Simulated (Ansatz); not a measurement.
An input for Ansatz 0.2.0 (InP (F-43m)):

```yaml
crystal:
  lattice:
    - [0.0, 2.93435, 2.93435]
    - [2.93435, 0.0, 2.93435]
    - [2.93435, 2.93435, 0.0]
  atoms:
    - { symbol: In, position: [0.0, 0.0, 0.0] }
    - { symbol: P, position: [0.25, 0.25, 0.25] }
kpoints:
  mp_grid: { grid: [8, 8, 8] }
hamiltonian:
  xc: pbe
  pseudopotentials: { kind: paw, source: ansatz }
scf:
  occupations: { method: fixed }
gw:
  n_empty_bands: 210
  ecut_chi: 150
  qp_bands: [v2, c2]
  qp_kpoints: band_edges
  screening: { model: contour_deformation }
```

```sh
ansatz run input.yaml --threads 3 --pin off --max-ram 92160MiB --backend cuda --events-out ev --progress --plain --runs-dir out --devices 1 --max-vram 13GiB
```

How long will it take on 1 × NVIDIA H100 80GB HBM3 (shared by 6 runs) with 3 threads of AMD EPYC 7R13 (Zen 3), shared host, and how much memory?

It took 55 s; on shared hardware allow 27 s to 1.8 min. Peak host memory was 1.7 GiB. The sizes that set the cost: 2109 plane waves a state, 29 irreducible k points, 223 bands summed, 181 plane waves in the screening and 7 SCF cycles.

The screening grows as filled bands × empty bands × pairs of k points, times the square of the screening basis for the matrix.

[Paths, hosts, dates, memory and timing lines, banners, echoed tables and standing remarks are left out of the program output.]

[Logs are printed without paths, hosts, clocks, repeated set-up lines and the standing remarks that a program may print on its own settings, such as how far it seeks lower states.]

[Runs of the session that timed out or met a known fault of the program may be left out.]

[Cells called generated may have been cut or substituted from an entry of the Crystallography Open Database or the Materials Project.]

[Hosts, paths, dates, database ids (printed as entryN), source tags and the programs' standing remarks are cut or masked in the printed files.]
